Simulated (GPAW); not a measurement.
**InF3 (R-3c): one start, several treatments of the self-energy**

The structure is trigonal, space group R-3c (No. 167). Conventional cell: a = 5.204 Å, b = 5.204 Å, c = 14.723 Å, α = 90.00°, β = 90.00°, γ = 120.00°. Nearest to In lie 6 F at 2.08 Å. Nearest to F lie 2 In at 2.08 Å. Farther neighbours and most contacts between anions are not listed.

```
In F
1.0
     2.60214    1.50235    4.90751
    -2.60214    1.50235    4.90751
     0.00000   -3.00469    4.90751
In F
2 6
Cartesian
  0.0000 0.0000 7.3613
  0.0000 0.0000 0.0000
  -0.9219 1.4079 6.1344
  1.6802 0.0945 6.1344
  0.7583 1.5023 8.5881
  -1.6802 -0.0945 8.5881
  0.9219 -1.4079 8.5881
  -0.7583 -1.5023 6.1344
```

```
method                                  : DFT, LDA, plane waves, PAW (and 3 further levels or steps)
program                                 : GPAW 26.7.0
settings of one run                     : cutoff 600 eV, GPAW PAW setups 1.2.1 data release, 4×4×4 k-mesh, nbands 539
cost                                    : 6 runs, 82 min in all on 12 MPI ranks of AMD EPYC 7R43, shared host (the runs of this entry)
notes                                   : The cell and positions are those that the Materials Project relaxed with its own functionals (PBE, PBE+U or r2SCAN), kept fixed. Limits: no spin-orbit coupling. Bands and cutoff are finite, so the gap is not at the basis limit. The miss can reach some tenths of an eV and take either sign; the mesh is an error of its own. The program warns of a poor linear fit in the extrapolation of some level, so the extrapolated values are rough.
G0W0, Godby-Needs plasmon pole          : 7.428 eV
one-shot HSE06                          : 6.564 eV
G0W0, extrapolated in the cutoff        : 7.563 eV
one-shot Hartree-Fock                   : 15.706 eV
G0W0, full frequency, Hilbert transform : 7.358 eV
known limits                            : not at the basis limit; no spin-orbit coupling
```

One-shot HSE06: −0.864 eV against G0W0, Godby-Needs plasmon pole. G0W0, extrapolated in the cutoff: +0.136 eV against G0W0, Godby-Needs plasmon pole, at other bands or cutoff, so not like for like.

[Paths, hosts, dates, memory and timing lines, banners, echoed tables and standing remarks are left out of the program output.]

[Logs are printed without paths, hosts, clocks, repeated set-up lines and the standing remarks that a program may print on its own settings, such as how far it seeks lower states.]

[Runs of the session that timed out or met a known fault of the program may be left out.]

[Hosts, paths, dates, database ids (printed as entryN), source tags and the programs' standing remarks are cut or masked in the printed files.]
